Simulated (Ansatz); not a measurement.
# Moving the knobs of a GW run on Cs2HgSe2 (Pbam)

A base run on Cs2HgSe2 (Pbam), then changed inputs.

Main program and level: Ansatz 0.2.0; G0W0 on PBE, plane waves, PAW; PAW set soft_1.

**1. The starting structure**

Symmetry: Pbam, No. 55, orthorhombic system. Conventional cell: a = 8.185 Å, b = 10.330 Å, c = 4.711 Å, α = 90.00°, β = 90.00°, γ = 90.00°. Cs has 6 Se at 3.66 to 3.72 Å and 1 Cs at 3.87 Å nearest. Hg has 2 Se at 2.41 Å nearest. Se has 1 Hg at 2.41 Å and 6 Cs at 3.66 to 3.72 Å nearest. Farther neighbours and most contacts between anions are not listed.

The cell and positions come from the Crystallography Open Database and are kept as given unless a step says otherwise. Spin-orbit coupling is left out unless a step names it.

**2. The base run: 2×2×4 mesh, 904 empty bands, screening to 100 eV, PAW set soft_1 files**

Now the one-shot GW correction: screening in the RPA, then the self-energy of the levels asked for. This step takes PAW set soft_1 files.

Contents of input.yaml:

```yaml
crystal:
  lattice:
    - [8.1849, 0.0, 0.0]
    - [0.0, 10.3302, 0.0]
    - [0.0, 0.0, 4.7112]
  atoms:
    - { symbol: Cs, position: [0.39222, 0.83311, 0.5] }
    - { symbol: Cs, position: [0.60778, 0.16689, 0.5] }
    - { symbol: Cs, position: [0.89222, 0.66689, 0.5] }
    - { symbol: Cs, position: [0.10778, 0.33311, 0.5] }
    - { symbol: Hg, position: [0.5, 0.5, 0.0] }
    - { symbol: Hg, position: [0.0, 0.0, 0.0] }
    - { symbol: Se, position: [0.23025, 0.59445, 0.0] }
    - { symbol: Se, position: [0.76975, 0.40555, 0.0] }
    - { symbol: Se, position: [0.73025, 0.90555, 0.0] }
    - { symbol: Se, position: [0.26975, 0.09445, 0.0] }
kpoints:
  mp_grid: { grid: [2, 2, 4] }
hamiltonian:
  xc: pbe
  pseudopotentials: { kind: paw, azcp: { folder: soft_1 } }
scf:
  occupations: { method: fixed }
gw:
  n_empty_bands: 904
  ecut_chi: 100.0
  qp_bands: [v3, c3]
  qp_kpoints: band_edges
  screening: { model: contour_deformation }
```

Started as:

```
> ansatz run input.yaml --threads 2 --pin off --max-ram 92160MiB --backend cuda --events-out ev --progress --plain --runs-dir out --devices 1 --max-vram 13GiB
```

Numbers of over 12 decimals in the logs are rounded to 6 here.

The log of the run:

```text
GPUs: using 1 of 1 available (devices: 1).
Engine: ansatz 0.2.0, x86_64-unknown-linux-gnu
Pseudopotentials: kind: paw
Pseudopotential: Cs, paw, valence charge 9, recommended cutoff 420 eV (normal), soft_1/Cs.paw.azcp
Pseudopotential: Hg, paw, valence charge 20, recommended cutoff 420 eV (normal), soft_1/Hg.paw.azcp
Pseudopotential: Se, paw, valence charge 16, recommended cutoff 420 eV (normal), soft_1/Se.paw.azcp
Functional definition: PBE
  parameter kappa = 0.804
  parameter beta = 0.066725
  exchange = pbe_x(kappa = kappa, mu = beta*pi^2/3)
  correlation = pbe_c(beta = beta)
device memory: the entry about to start is reckoned to put 3.6 GiB on a device that reports 51.6 GiB free (of which the cap on the GPU budget leaves the run 13.0 GiB)
GPU FFT provider: cuFFT
GPU libraries: cuBLAS 13.8.2, cuFFT 12.4.0, cuSOLVER 12.3.4
Crystal: 10 atoms, lattice volume = 398.340 Å³
Basis set: ecut = 420 eV, 7743 PW (Γ)
Bands: 84, of which v1, the nominal top of the filled ones, is band 70 counted from 1 (69 counted from 0)
Symmetry: 8 space group operations
Space group: Pbam (ITA 55), of the structure as read, at distance tolerance 7.4e-5 Å
k-points: 12 of 16
Non-local potential: Cs, projectors of the file, l = 0: 3, l = 1: 2, l = 2: 2, l = 3: 2
Non-local potential: Hg, projectors of the file, l = 0: 3, l = 1: 2, l = 2: 2, l = 3: 1
Non-local potential: Se, projectors of the file, l = 0: 2, l = 1: 2, l = 2: 3, l = 3: 1
PAW form: soft (Blöchl's): semilocal exchange-correlation on the pseudo side does not see the compensation charge
PAW one-centre angular grid: Cs, 194 points (default); XC on 64 Gauss nodes
PAW one-centre angular grid: Hg, 590 points (default); XC on 64 Gauss nodes
PAW one-centre angular grid: Se, 590 points (default); XC on 64 Gauss nodes
Initial density: superposition of atomic densities (chi_scale 0.1, normalization cell, long waves kept (reshape's long-wave potential 0.00 eV rms))
Initial wavefunctions: pseudopotential atomic-orbital guess
GPU buffer pool allocated for 138240 grid points (all kernels)
GPU transforms: local potential and band sums: pruned to the plane-wave sphere, on 60×72×32
Functional: x = pbe(κ = 0.804, μ = 0.219515), c = pbe(β = 0.066725)
SCF iter   1: F=—  HF=-72205.750035 eV  |F-HF|=—  |Δ(HF+E_count)|=         —  Δρ=4.04e-2  dr2=1.64e1  ethr=3.10e-3  ⟨swp⟩=4.7  Hψ=3071  notcnv=0  defer=118
preconditioner: auto → Resta (q_TF=auto, 2.292 Å⁻¹)  ε∞=3.9  [insulator: Δε(μ)=1.864 eV  Ē_g=9.449 eV  n_scr=76 (ndim 8)  ℏωp=16.2 eV  f_vac=0.021  ε∞_Penn≈3.9]
SCF iter   2: F=—  HF=-72201.213053 eV  |F-HF|=—  |Δ(HF+E_count)|=    4.54e0  Δρ=1.74e-2  dr2=2.92e0  ethr=3.10e-3  ⟨swp⟩=3.2  Hψ=1883  notcnv=0  defer=126
[...]
NSCF: frozen V_eff on 12 k-points
[...]
device memory: the entry about to start is reckoned to put 7.2 GiB on a device that reports 50.1 GiB free (of which the cap on the GPU budget leaves the run 13.0 GiB)
NSCF: frozen V_eff on 12 k-points
G₀W₀ screening: q 1/12
[... further progress lines ...]
SCF converged after 10 iterations
Free energy (F): -72199.938719 eV
Harris-Foulkes:  -72199.938719 eV  (|F-HF|=1.47e-8)
Internal energy: -72199.938719 eV  (E = F + TS)
E sigma→0 (E₀):  -72199.938719 eV
Fermi energy:    5.173163 eV
--- Per-component energies (eV) ---
  E_band       = -2932.076774
  E_kinetic    = 2174.522746
  E_local      = -22303.505315  (includes V_loc(G=0)·N_el)
  E_nonlocal   = -1162.171589
  E_hartree    = 10734.170252
  E_xc         = -1484.029521
  E_vxc        = -1417.140791  (∫ρ·V_xc dr)
  E_paw        = -48675.765348  (= ΣΔE_a)
  E_vpaw       = -1692.122606  (= ΣTr[D̂ρ^β])
  E_aug_tail   = -0.000543  (compensation charges beyond the density's cutoff)
  E_ewald      = -11483.159401
  E_smearing   = -0.000000  (= −TS)
  E_closure    = -0.000000  (closes the sum)
  Σ components = -72199.938719   (vs F -72199.938719, Δ=0.00e0)
--- Band table (eV; the first three rows and the last of 12) ---
  k-point 0: bands = [... 66 lower, 4.8315, 4.9859, 5.1111, 5.1461, 7.1768, 8.0338, 8.2945, 8.8750, ... 10 higher]
  k-point 1: bands = [... 66 lower, 4.6053, 4.7043, 4.8464, 4.8545, 7.5854, 8.0473, 8.1582, 8.8896, ... 10 higher]
  k-point 2: bands = [... 66 lower, 4.4693, 4.5926, 4.6310, 4.8666, 7.9747, 8.0084, 8.0294, 8.1734, ... 10 higher]
  k-point 11: bands = [... 66 lower, 4.4959, 4.4959, 5.0727, 5.0727, 7.5731, 7.5731, 8.3470, 8.3470, ... 10 higher]
--- G₀W₀: contour deformation, 7 samples at zero and on the imaginary axis and 1 off it, 16 q-points, 904 empty bands' worth ---
  eigenvalues of the whole cell's RPA ε∞ on this k-mesh (on a slab, of 1 + 4πα/V) = 3.3182, 3.6073, 4.5788; static W/v taken at q = 0 is 0.257034
  gw.qp_kpoints: band_edges: 12 of 12 stored k-points solved, in 1 pass; an edge of the gap read off the rows below is read off those points alone
    ik  band        ε_KS         Σx   Σc(E_QP)       V_xc       Z   E_QP_lin       E_QP  E_QP is
     0    68      4.9859   -17.5731     2.0677   -14.5485  0.7513     4.0058     4.0290  root
     0    69      5.1111   -17.4270     2.0244   -14.4541  0.7522     4.1406     4.1626  root
     0    70      5.1461   -17.5869     2.0315   -14.6060  0.7526     4.1749     4.1967  root
     0    71      7.1768    -9.4146    -2.9602   -12.8669  0.8034     7.6720     7.6689  root
     0    72      8.0338    -5.1090    -3.1520    -8.5557  0.8094     8.3298     8.3285  root
     0    73      8.2945   -10.6045    -3.2914   -14.5849  0.7861     8.9919     8.9835  root
     1    68      4.7043   -17.0712     2.1201   -13.9830  0.7469     3.7097     3.7362  root
     1    69      4.8464   -17.2206     2.0825   -14.1659  0.7506     3.8489     3.8742  root
[...]
11    70      5.0727   -17.5896     2.0290   -14.6114  0.7527     4.1013     4.1236  root
    11    71      7.5731    -5.0437    -3.0349    -8.3459  0.8119     7.8415     7.8405  root
    11    72      7.5731    -5.0437    -3.0349    -8.3459  0.8119     7.8415     7.8405  root
    11    73      8.3470   -10.3413    -3.3543   -14.4101  0.7874     9.0708     9.0615  root
```

The job ended after 1.8 min (1 × NVIDIA H100 80GB HBM3 (shared by 6 runs) with 2 threads of AMD EPYC 7R13 (Zen 3), shared host; peak memory 4.5 GiB).

This step gave:

```yaml
bands_summed: 974
rpa_eps_infinity_on_this_mesh_eigenvalues: 3.318, 3.607, 4.579
plane_waves_in_the_screening_matrix: 923
q_points_in_the_mesh: 16
g0w0_gap_on_the_mesh: 3.437 eV
k_of_the_valence_top: -0.5, 0, 0
k_of_the_conduction_bottom: 0, 0, 0
starting_gap_on_the_mesh: 2.004 eV
z_at_the_valence_top: 0.7535
z_at_the_conduction_bottom: 0.8034
least_direct_g0w0_gap_on_the_computed_points: 3.472 eV
```

The gap on the mesh goes from 2.00 eV to 3.44 eV, a correction of +1.43 eV. Between the two edge states, bare exchange in place of the xc potential would open the gap by 6.40 eV, and correlation takes back 4.97 eV.

**3. Variant: wider window of levels**

input.yaml: that of step 2 with these lines changed.

```diff
@@ -17,3 +17,3 @@
 kpoints:
-  mp_grid: { grid: [2, 2, 4] }
+  mp_grid: { grid: [2, 2, 2] }
 hamiltonian:
@@ -25,5 +25,5 @@
   n_empty_bands: 904
-  ecut_chi: 100.0
-  qp_bands: [v3, c3]
-  qp_kpoints: band_edges
+  ecut_chi: 100
+  qp_bands: [v8, c6]
+  qp_kpoints: [[0, 0, 0]]
   screening: { model: contour_deformation }
```

The log of the run:

```text
GPUs: using 1 of 1 available (devices: 1).
[...]
GPU FFT provider: cuFFT
GPU libraries: cuBLAS 13.8.2, cuFFT 12.4.0, cuSOLVER 12.3.4
Crystal: 10 atoms, lattice volume = 398.340 Å³
Basis set: ecut = 420 eV, 7743 PW (Γ)
Bands: 84, of which v1, the nominal top of the filled ones, is band 70 counted from 1 (69 counted from 0)
[... 1 set-up line as in the run before ...]
[...]
k-points: 8
[...]
GPU buffer pool allocated for 138240 grid points (all kernels)
[...]
SCF iter   1: F=—  HF=-72205.524115 eV  |F-HF|=—  |Δ(HF+E_count)|=         —  Δρ=4.02e-2  dr2=1.60e1  ethr=3.10e-3  ⟨swp⟩=4.5  Hψ=2039  notcnv=0  defer=82
[...]
SCF iter  10: F=-72199.821821 eV  HF=-72199.821821 eV  |F-HF|=1.56e-8  |Δ(HF+E_count)|=   3.14e-7  Δρ=1.41e-6  dr2=1.62e-8  ethr=7.14e-11  ⟨swp⟩=14.5  Hψ=3086  notcnv=0
SCF 1 converged in 10 iterations: F = -72199.821821 eV  dr2 = 1.62e-8
[...]
NSCF: frozen V_eff on 8 k-points
[...]
G₀W₀ screening: q 1/8
[... further progress lines ...]
SCF converged after 10 iterations
Free energy (F): -72199.821821 eV
[...]
Internal energy: -72199.821821 eV  (E = F + TS)
E sigma→0 (E₀):  -72199.821821 eV
Fermi energy:    5.189591 eV
[...]
--- Band table (eV; the first three rows and the last of 8) ---
  k-point 0: bands = [... 66 lower, 4.8476, 5.0046, 5.1275, 5.1627, 7.1886, 8.0391, 8.3098, 8.8803, ... 10 higher]
  k-point 1: bands = [... 66 lower, 4.4876, 4.6092, 4.6477, 4.8847, 7.9787, 8.0120, 8.0447, 8.1821, ... 10 higher]
  k-point 2: bands = [... 66 lower, 4.6769, 4.6769, 5.1537, 5.1537, 7.6613, 7.6613, 8.6382, 8.6382, ... 10 higher]
  k-point 7: bands = [... 66 lower, 4.5122, 4.5122, 5.0915, 5.0915, 7.5756, 7.5756, 8.3619, 8.3619, ... 10 higher]
[...]
0    63      4.2222   -16.3168     1.9596   -13.4405  0.7437     3.2754     3.3055  root
     0    64      4.3215   -16.5778     2.2028   -13.4209  0.7378     3.3331     3.3674  root
     0    65      4.4890   -16.5718     2.3825   -13.2281  0.7317     3.4931     3.5279  root
     0    66      4.7603   -16.7311     2.0565   -13.7624  0.7434     3.8232     3.8480  root
     0    67      4.8476   -17.1416     2.2539   -13.9323  0.7414     3.8642     3.8923  root
     0    68      5.0046   -17.5454     2.0715   -14.5410  0.7488     4.0483     4.0716  root
     0    69      5.1275   -17.5842     2.1744   -14.4495  0.7479     4.1423     4.1672  root
     0    70      5.1627   -17.7424     2.1788   -14.6022  0.7484     4.1768     4.2014  root
     0    71      7.1886    -9.4500    -2.9376   -12.8546  0.8016     7.6585     7.6556  root
     0    72      8.0391    -5.1299    -3.1530    -8.5521  0.8071     8.3095     8.3083  root
     0    73      8.3098   -10.6310    -3.2780   -14.5726  0.7837     8.9819     8.9734  root
     0    74      8.8803    -5.6406    -3.4038    -9.3841  0.7920     9.2226     9.2201  root
     0    75      8.8845    -4.2234    -3.5218    -8.1093  0.8109     9.2508     9.2486  root
     0    76      9.5300    -5.3060    -3.5317    -9.3122  0.7976    10.0081    10.0044  root
```

Run time: 34 s. Hardware: 1 × NVIDIA H100 80GB HBM3 (shared by 6 runs) with 2 threads; peak memory 2.7 GiB; 55 s of CPU time.

Absolute levels on the run's own zero. QP, by row:

| k index | band | KS (eV) | Sigma_x (eV) | Sigma_c (eV) | Vxc (eV) | Z | QP linearised (eV) | QP (eV) | source | doubts |
| --- | --- | --- | --- | --- | --- | --- | --- | --- | --- | --- |
| 0 | 63 | 4.222 | -16.32 | 1.96 | -13.44 | 0.7437 | 3.275 | 3.305 | root |  |
| 0 | 64 | 4.322 | -16.58 | 2.203 | -13.42 | 0.7378 | 3.333 | 3.367 | root |  |
| 0 | 65 | 4.489 | -16.57 | 2.382 | -13.23 | 0.7317 | 3.493 | 3.528 | root |  |
| 0 | 66 | 4.76 | -16.73 | 2.057 | -13.76 | 0.7434 | 3.823 | 3.848 | root |  |
| 0 | 67 | 4.848 | -17.14 | 2.254 | -13.93 | 0.7414 | 3.864 | 3.892 | root |  |
| 0 | 68 | 5.005 | -17.55 | 2.071 | -14.54 | 0.7488 | 4.048 | 4.072 | root |  |
| 0 | 69 | 5.128 | -17.58 | 2.174 | -14.45 | 0.7479 | 4.142 | 4.167 | root |  |
| 0 | 70 | 5.163 | -17.74 | 2.179 | -14.6 | 0.7484 | 4.177 | 4.201 | root |  |
| 0 | 71 | 7.189 | -9.45 | -2.938 | -12.85 | 0.8016 | 7.659 | 7.656 | root |  |
| 0 | 72 | 8.039 | -5.13 | -3.153 | -8.552 | 0.8071 | 8.309 | 8.308 | root |  |
| 0 | 73 | 8.31 | -10.63 | -3.278 | -14.57 | 0.7837 | 8.982 | 8.973 | root |  |
| 0 | 74 | 8.88 | -5.641 | -3.404 | -9.384 | 0.792 | 9.223 | 9.22 | root |  |
| 0 | 75 | 8.884 | -4.223 | -3.522 | -8.109 | 0.8109 | 9.251 | 9.249 | root |  |
| 0 | 76 | 9.53 | -5.306 | -3.532 | -9.312 | 0.7976 | 10.01 | 10 | root |  |

Against the base:

| setting | base | variant |
| --- | --- | --- |
| mesh | 2×2×4 | 2×2×2 |
| levels asked | v3 to c3 | v8 to c6 |
| points asked | band edges | [[0, 0, 0]] |

**4. Summary of results**

| Quantity | Value |
| --- | --- |
| base | 3.44 eV, 1.8 min |
| wider window of levels | direct gap at the listed points 3.45 eV, 34 s |

Wider window of levels: only the listed points were computed; the least direct gap there is 3.45 eV, with mesh, levels asked and points asked changed against the base. All runs here use a coarse mesh and modest cutoffs; they test settings and are not final values. The 2×2×4 mesh is coarse for this cell (its supercell is 16 Å along the shortest edge). The RPA ε∞ on it, from the PBE start, is 3.32, 3.61 and 4.58; such meshes misread the long-range screening, most where the gap is narrow. The many-body steps are scalar-relativistic: spin-orbit coupling is not in them.

[Paths, hosts, dates, memory and timing lines, banners, echoed tables and standing remarks are left out of the program output.]

[Logs are printed without paths, hosts, clocks, repeated set-up lines and the standing remarks that a program may print on its own settings, such as how far it seeks lower states.]

[Runs of the session that timed out or met a known fault of the program may be left out.]

[Cells called generated may have been cut or substituted from an entry of the Crystallography Open Database or the Materials Project.]

[Hosts, paths, dates, database ids (printed as entryN), source tags and the programs' standing remarks are cut or masked in the printed files.]
